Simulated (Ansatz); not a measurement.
# Ta2NF2 monolayer: from the cell to its phonons, part 2 of 2

Wanted: vibrations and spectra of Ta2NF2 monolayer; the cell is already relaxed. After the zone centre comes a 6×6×1 q mesh on a 12×12×1 k mesh.

Ansatz 0.2.0; DFT PBE, scalar-relativistic, plane waves, PAW.

So far. Step 2 (Zone-centre response): Before it was imposed, the acoustic sum rule was missed by 2.5e-5 eV/Å². Small misses are needed for a sound result but don't prove that mesh and cutoff are converged. The lowest optical mode is real, 108 cm⁻¹.

**3. Phonons on a q mesh (continued)**

Interpolated from a 6×6×1 q mesh. The phonon branches at the labelled points (cm⁻¹):

| point | branch 1 | branch 2 | branch 3 | branch 4 | branch 12 | branch 13 | branch 14 | branch 15 |
| --- | --- | --- | --- | --- | --- | --- | --- | --- |
| Γ | 0 | 0 | 0 | 108 | 361 | 426 | 609 | 609 |
| halfway | -53 | -38 | 72 | 99 | 330 | 394 | 599 | 609 |
| M | -124 | -34 | 100 | 124 | 319 | 402 | 585 | 602 |
| halfway | -110 | -90 | 52 | 127 | 315 | 397 | 588 | 604 |
| K | -103 | -82 | -82 | 141 | 310 | 394 | 604 | 604 |
| halfway | -75 | -38 | 79 | 90 | 327 | 390 | 604 | 605 |
| Γ | 0 | 0 | 0 | 108 | 361 | 426 | 609 | 609 |

Tetrahedra on a 24×24×1 mesh, mean over bins of 10 cm-1. Interpolated from a 6×6×1 q mesh. Phonon density of states against wavenumber; read off at these points:

| wavenumber (cm⁻¹) | phonon density of states (1/cm⁻¹/cell) |
| --- | --- |
| -125 | 0.00259 |
| -85 | 0.0179 |
| -55 | 0.0182 |
| -15 | 0.0126 |
| 15 | 0.00686 |
| 55 | 0.00708 |
| 85 | 0.0303 |
| 95 | 0.0490 |
| 125 | 0.0324 |
| 155 | 1.3e-4 |
| 185 | 0.164 |
| 195 | 0.108 |
| 225 | 0.00393 |
| 265 | 0 |
| 295 | 0.0137 |
| 315 | 0.0569 |
| 335 | 0.0237 |
| 365 | 8.0e-5 |
| 395 | 0.0752 |
| 405 | 0.0190 |
| 435 | 0 |
| 475 | 0 |
| 505 | 0 |
| 545 | 0 |
| 575 | 0 |
| 605 | 0.124 |
| 615 | 0.00967 |

The partial phonon density of states has structure finer than the step of the table below, so its rows give means over 25 cm⁻¹, whole bins alone (the curve runs from -132 to 640 cm⁻¹). Peaks (cm⁻¹: height): F 183.4: 0.116, 319.5: 0.0489; N 397.2: 0.0451, 601.3: 0.0912; Ta -69.3: 0.023, 100.8: 0.0398, 188.2: 0.0359, 319.5: 0.00689, 397.2: 0.0072, 606.2: 0.00479.

Phonopy on the run's constants, 19x19x1 mesh, Gaussian sigma 5.5 cm-1. Interpolated from a 6×6×1 q mesh. Partial phonon density of states against wavenumber; means over each step; values in 1/cm⁻¹/cell:

| wavenumber (cm⁻¹) | F | N | Ta |
| --- | --- | --- | --- |
| -100 | 0.00185 | 0.00336 | 0.0157 |
| -75 | 0.00209 | 0.00224 | 0.0185 |
| -50 | 0.00151 | 0.00139 | 0.0148 |
| -25 | 0.00118 | 8.5e-4 | 0.0103 |
| 0 | 5.8e-4 | 2.9e-4 | 0.00467 |
| 25 | 6.1e-4 | 2.4e-4 | 0.00487 |
| 50 | 7.7e-4 | 2.1e-4 | 0.00534 |
| 75 | 0.00246 | 3.8e-4 | 0.0156 |
| 100 | 0.00620 | 2.5e-4 | 0.0340 |
| 125 | 0.00414 | 1.3e-4 | 0.0258 |
| 150 | 0.00881 | 7.6e-5 | 0.0156 |
| 175 | 0.0876 | 1.2e-4 | 0.0252 |
| 200 | 0.0481 | 2.5e-4 | 0.0245 |
| 225 | 9.8e-4 | 1.8e-5 | 0.00380 |
| 250 | 7.7e-6 | 0 | 3.2e-5 |
| 275 | 3.1e-4 | 1.1e-5 | 5.4e-5 |
| 300 | 0.0261 | 4.2e-4 | 0.00328 |
| 325 | 0.0379 | 2.3e-4 | 0.00522 |
| 350 | 0.00531 | 1.4e-4 | 8.4e-4 |
| 375 | 3.1e-4 | 0.00308 | 5.0e-4 |
| 400 | 0.00234 | 0.0278 | 0.00426 |
| 425 | 1.8e-4 | 0.00168 | 6.5e-5 |
| 450 | 6.8e-7 | 6.4e-6 | 0 |
| 475 | 0 | 0 | 0 |
| 500 | 0 | 0 | 0 |
| 525 | 0 | 0 | 0 |
| 550 | 0 | 0 | 0 |
| 575 | 1.1e-5 | 0.00499 | 2.2e-4 |
| 600 | 1.8e-4 | 0.0634 | 0.00328 |
| 625 | 1.3e-5 | 0.00751 | 4.1e-4 |

Symmetry leaves 7 wavevectors to solve. The lowest mode among them, the acoustic zeros apart, lies at q = (0, -0.5, 0) and is imaginary, 124.1i cm⁻¹, so the energy falls along it.

**4. Isotope substitution**

An isotope changes the mass and not the force constants, so no new electronic calculation is needed; the shifts show which modes move this element.

The same force constants with the mass of N changed from 14.007 to 15.000 u (phonopy, no LO-TO term). Both lists are sorted by frequency; levels can cross, so a row need not hold one and the same mode. Modes under 3 cm⁻¹ are left out. Isotope shifts, by row, the first 40 of 57 rows:

| q | rank | natural mass (cm⁻¹) | changed mass (cm⁻¹) |
| --- | --- | --- | --- |
| 0 0 0 | 4 | 107.8 | 107.8 |
| 0 0 0 | 5 | 107.8 | 107.8 |
| 0 0 0 | 6 | 179.2 | 179.2 |
| 0 0 0 | 7 | 179.2 | 179.2 |
| 0 0 0 | 8 | 193.2 | 193.2 |
| 0 0 0 | 9 | 193.2 | 193.2 |
| 0 0 0 | 10 | 229.6 | 229.6 |
| 0 0 0 | 11 | 343.4 | 342.2 |
| 0 0 0 | 12 | 360.8 | 360.8 |
| 0 0 0 | 13 | 425.7 | 413.3 |
| 0 0 0 | 14 | 608.7 | 588.9 |
| 0 0 0 | 15 | 608.7 | 588.9 |
| 0 0.1667 0 | 1 | -65.41 | -65.31 |
| 0 0.1667 0 | 2 | -21.55 | -21.5 |
| 0 0.1667 0 | 3 | 34.29 | 34.26 |
| 0 0.1667 0 | 4 | 91.6 | 91.55 |
| 0 0.1667 0 | 5 | 96.97 | 96.97 |
| 0 0.1667 0 | 6 | 179.7 | 179.7 |
| 0 0.1667 0 | 7 | 183 | 183 |
| 0 0.1667 0 | 8 | 192.3 | 192.3 |
| 0 0.1667 0 | 9 | 192.8 | 192.8 |
| 0 0.1667 0 | 10 | 211.7 | 211.7 |
| 0 0.1667 0 | 11 | 330.9 | 330.9 |
| 0 0.1667 0 | 12 | 334.2 | 333.8 |
| 0 0.1667 0 | 13 | 400 | 388 |
| 0 0.1667 0 | 14 | 594.9 | 575.8 |
| 0 0.1667 0 | 15 | 604.5 | 585.1 |
| 0 0.3333 0 | 1 | -73.44 | -72.99 |
| 0 0.3333 0 | 2 | -17.09 | -17.06 |
| 0 0.3333 0 | 3 | 96.33 | 96.31 |
| 0 0.3333 0 | 4 | 102.9 | 102.9 |
| 0 0.3333 0 | 5 | 118.3 | 118.3 |
| 0 0.3333 0 | 6 | 166.4 | 166.4 |
| 0 0.3333 0 | 7 | 179.9 | 179.9 |
| 0 0.3333 0 | 8 | 190.3 | 190.3 |
| 0 0.3333 0 | 9 | 193.9 | 193.9 |
| 0 0.3333 0 | 10 | 201.2 | 201.1 |
| 0 0.3333 0 | 11 | 308.5 | 308.3 |
| 0 0.3333 0 | 12 | 325.7 | 325.7 |
| 0 0.3333 0 | 13 | 398.9 | 388.1 |

A mode of this element alone would shift by -3.37 %. The highest zone-centre frequency without the field goes from 608.7 to 588.9 cm⁻¹ (-3.2 %). The product of the frequency ratios over all optical modes at Γ is 0.906; the product rule, (m/m′)^(3k/2) (M′/M)^(3/2) with k = 1 such atoms and M the mass of the cell, gives 0.906.

**5. Results**

| Item | Value |
| --- | --- |
| space group (within 0.01 Å) | P-3m1 |
| area per atom | 1.89 Å² |
| electronic character | no gap on this mesh |
| highest optical mode at the zone centre (no LO-TO term) | 609 cm⁻¹ |
| lowest optical zone-centre mode | 108 cm⁻¹ |
| lowest mode on the q mesh (acoustic modes at Γ apart) | -124 cm⁻¹ |
| highest frequency on the path or at a solved wavevector | 612 cm⁻¹ |
| imaginary modes on the 6×6×1 q mesh | yes |

Modes are clearly imaginary (beyond 10i cm⁻¹) at 6 of the 7 irreducible wavevectors, most at q = (0, -0.5, 0) (124.1i cm⁻¹), so this structure is not a minimum of the energy. The optical modes at Γ span 108 to 609 cm⁻¹. The highest mode in this list at Γ, 608.7 cm⁻¹, is mostly motion of N (96 % of the kinetic energy). With no gap, or one that is small against the smearing, the frequencies hang on the k mesh and the smearing, most of all near Kohn anomalies. The phonon runs are without spin polarisation, although the cell has an odd electron count. In a sheet or slab the interpolated bending branch near Γ is rough, since the rotational sum rule isn't imposed. Spin-orbit coupling is left out, which can matter for the heavy elements here. A phonon run warned that its eigensolver left some bands unconverged in a pass. The starting cell was built on a prototype and not taken from a measurement. These are harmonic frequencies at zero temperature: anharmonic shifts, linewidths and thermal expansion are left out.

[Hosts, paths, dates, database ids (printed as entryN), source tags and the programs' standing remarks are cut or masked in the printed files.]
